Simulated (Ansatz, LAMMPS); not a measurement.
# Charge trapping in a frame of liquid (Rb,Li,Cs)(I,F) from 1400 K (76 atoms): runs compared

Aim: add and remove one electron in a frame of liquid (Rb,Li,Cs)(I,F) from 1400 K (76 atoms), with atoms held and relaxed, and read trapping energy and localisation.

Computed with Ansatz 0.2.0: Kohn-Sham DFT, RPBE, PAW (set soft_2), plane waves.

### Step 1. The cell as built

The cell holds 76 atoms: 20 Rb, 8 Li, 10 Cs, 26 I and 12 F. Cell: a = 15.864 Å, b = 15.864 Å, c = 15.864 Å, α = 90.0°, β = 90.0°, γ = 90.0°. 76 atoms (20 Rb, 8 Li, 10 Cs, 26 I, 12 F) placed at random at 2.75 g/cm³, melted at 1800 K for 10 ps at fixed volume with the Lennard-Jones and Coulomb ion parameters for SPC/E (Joung and Cheatham, J. Phys. Chem. B 112, 9020 (2008)), full charges. Snapshot at the end of a hold of 20 ps at 1400 K and fixed volume.

Limits known from the start: The starting topology of bonds comes from the classical model, and needn't be the one that DFT or experiment would give. The ion parameters were fitted for water, not for melts, so the starting structure of this cell may lie well off the real melt's. Only the Γ point is sampled, in a cell whose shortest periodic width is 16 Å. The levels lack spin–orbit coupling, which is large for the heavy elements here. The liquid is relaxed first, so the results are those of a frozen frame at zero temperature.

### Step 2. The reference run

The reference is a single point at the end of the relaxation.

The charged cells start from the geometry of this run, on a uniform background, with spin and a narrow Fermi–Dirac smearing.

Its input, with most atom lines left out:

```yaml
crystal:
  lattice:
    - [15.864, 0.0, 0.0]
    - [0.0, 15.864, 0.0]
    - [0.0, 0.0, 15.864]
  atoms:
    - { symbol: Rb, position: [0.97437, 0.07319, 0.0317] }
    - { symbol: Rb, position: [0.28208, 0.13229, 0.20547] }
    - { symbol: Rb, position: [0.99974, 0.36851, 0.99624] }
    - { symbol: Rb, position: [0.50971, 0.99647, 0.02302] }
    - { symbol: Rb, position: [0.92181, 0.69472, 0.00458] }
    - { symbol: Rb, position: [0.07187, 0.70681, 0.30567] }
    - { symbol: Rb, position: [0.77736, 0.27326, 0.94534] }
    [... atom lines 8 to 76 left out ...]
kpoints:
  mp_grid: { grid: [1, 1, 1] }
hamiltonian:
  xc: rpbe
scf:
  occupations: { method: fermi_dirac, width: 0.121 }
output:
  forces: true
  stress: true
  populations: true
  dos:
    method: { smearing: { sigma: 0.1 } }
    de: 0.1
    projected: { site_lists: { Cs: [Cs], F: [F], I: [I], Li: [Li], Rb: [Rb] } }
  eigenvalues: true
  write_density: true
  write_potential: true
  volumetric_format: npy
  elf: true
```

| Quantity | Value |
| --- | --- |
| free energy per atom | -4333.3806 eV/atom |
| r.m.s. force component | 0.01291 eV/Å |
| pressure | 0.03022 GPa |

Filled and empty levels are parted by 3.45 eV (at Γ alone); a semilocal functional tends to put such gaps too low. In a disordered cell it changes from sample to sample and from frame to frame.

### Step 3. The runs

Each row is one run, on 4 threads of Arm Neoverse V2, shared host. The free energy is the program's total, comparable only between runs with the same functional, potentials and atoms; between charge states it hangs on the program's zero of potential.

| run | atoms | outcome | ionic steps, all passes | free energy (eV) | time | host memory (GiB) |
| --- | --- | --- | --- | --- | --- | --- |
| Single point at the start | 76 | converged | - | -329325.715 | 48 s | 5.1 |
| Relaxation | 76 | converged | 38 | -329336.926 | 22 min | 5.1 |
| Single point at the relaxed geometry | 76 | converged | - | -329336.926 | 81 s | 5.3 |
| An extra electron, atoms held | 76 | converged | - | -329332.712 | 4.2 min | 9.0 |
| An extra electron, atoms relaxed | 76 | converged | 2 | -329332.728 | 5.3 min | 9.0 |
| An extra electron, levels at the relaxed geometry | 76 | converged | - | -329332.728 | 4.3 min | 9.0 |
| Neutral at the geometry of the electron | 76 | converged | - | -329336.931 | 71 s | 5.2 |
| An extra hole, atoms held | 76 | converged | - | -329337.591 | 8.8 min | 9.0 |
| An extra hole, atoms relaxed | 76 | converged | 2 | -329337.623 | 8.4 min | 8.8 |
| An extra hole, levels at the relaxed geometry | 76 | converged | - | -329337.623 | 7.9 min | 9.0 |
| Neutral at the geometry of the hole | 76 | converged | - | -329336.911 | 74 s | 5.2 |

In some runs the program notes that the exchange-correlation potential is rough where the density is thin and starting moments were not kept.

### Step 4. Energies and spread of the extra charge

Energies are differences within one cell and functional; the shift is the gain plus the neutral cell's energy at the new geometry, that is how much cheaper the vertical process becomes there. The spread is the participation number of the site moments (1/Σw², over the spin inside atomic spheres), with the atom that holds the largest share and the spin that the spheres hold in all.

| carrier | charged less neutral, atoms held (eV) | gain on relaxing (eV) | neutral cell at that geometry, less the reference (eV) | shift of the vertical energy (eV) | spread, atoms held | spread, relaxed |
| --- | --- | --- | --- | --- | --- | --- |
| electron | 4.214 | 0.016 | -0.005 | 0.011 | - | - |
| hole | -0.666 | 0.032 | 0.015 | 0.047 | 19; I64 9 % of 0.70 μB | 17; I64 9 % of 0.70 μB |

### Step 5. Outcome

The extra electron gains 0.016 eV as the atoms relax: so small a gain shows no trapping at this level. The cell with the electron keeps a moment of only 0.00 μB where one unpaired electron should give 1 μB: the carrier is shared between both spins, which can hide trapping. The extra hole gains 0.032 eV as the atoms relax, and its spin goes from about 19 to 17 atoms: it stays spread out at this level. Adding the two vertical energies gives 3.55 eV, against a gap of 3.45 eV in the neutral cell. The zero of the potential cancels in this sum; the excess isn't taken apart here: charging of a small cell, filling of bands on a coarse mesh and the attraction to the background can all enter.

Caveats: Single energies of charged cells hang on the program's zero of potential. In the spin-polarised runs the search for a state of lower energy was switched off. No distortion was seeded, so a trapped state behind a barrier can't be found. Local and semilocal functionals favour spread-out charges, so trapping can be missed. Charged cells carry a uniform background, with no correction for images.

The DFT runs together took 65 min of wall time.

[Logs are printed without paths, hosts, clocks, repeated set-up lines and the standing remarks that a program may print on its own settings, such as how far it seeks lower states.]

[Hosts, paths, dates, database ids (printed as entryN), source tags and the programs' standing remarks are cut or masked in the printed files.]
